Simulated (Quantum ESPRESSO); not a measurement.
## SnO2 (rutile): which axis gives way under pressure?

Cell and atoms of rutile SnO2 are relaxed at set pressures, to see how each axis shrinks. The phase is followed to these pressures whether or not it stays the stable one.

Calculated with Quantum ESPRESSO 7.5, PBEsol, PseudoDojo 0.4.1 norm-conserving potentials, cutoff 1170 eV, Fermi–Dirac smearing 0.02 eV, k-mesh 6×6×9, no spin polarisation, no spin-orbit coupling.

Reference cell, relaxed at zero pressure with PBEsol (P4_2/mnm): a = 4.7770 Å, b = 4.7770 Å, c = 3.2211 Å, α = 90.00°, β = 90.00°, γ = 90.00°.

```
atom       x       y       z
  Sn  0.0000  0.0000  0.0000
  Sn  0.5000  0.5000  0.5000
   O  0.3064  0.3064  0.0000
   O  0.1936  0.8064  0.5000
   O  0.6936  0.6936  0.0000
   O  0.8064  0.1936  0.5000
```

```csv
P (GPa),a (Å),c (Å),c/a
−3.99,4.8231,3.2332,0.6704
0.00,4.7770,3.2211,0.6743
5.00,4.7271,3.2073,0.6785
10.00,4.6839,3.1944,0.6820
19.98,4.6106,3.1716,0.6879
29.99,4.5489,3.1521,0.6929
```

**Question.** Give the linear compressibility of each axis at zero pressure, and the edges at 14.99 GPa, a row left out above.

Least squares with l = l0 + l1 P + l2 P² gives for a: l0 = 4.7784 Å, l1 = −1.035e−2 Å/GPa, l2 = 9.12e−5 Å/GPa², so β = −l1/l0 = 2.166 × 10⁻³ GPa⁻¹ and the withheld edge is 4.6438 Å. The run itself gives 4.6454 Å, so the estimate misses by 0.0016 Å; the fitted rows themselves lie up to 0.0026 Å off the law.

Least squares with l = l0 + l1 P + l2 P² gives for c: l0 = 3.2213 Å, l1 = −2.875e−3 Å/GPa, l2 = 1.90e−5 Å/GPa², so β = −l1/l0 = 0.892 × 10⁻³ GPa⁻¹ and the withheld edge is 3.1825 Å. The run itself gives 3.1826 Å, so the estimate misses by 0.0001 Å, a rounding's worth.

The compressibilities add to the volume compressibility, 2β_a + β_c = 5.225 × 10⁻³ GPa⁻¹, or B0 ≈ 191 GPa; a parabola over so wide a range errs a few per cent to the stiff side. The a axis is the softest, 2.4 times as compressible as c.

[Logs are printed without paths, hosts, clocks, repeated set-up lines and the standing remarks that a program may print on its own settings, such as how far it seeks lower states.]
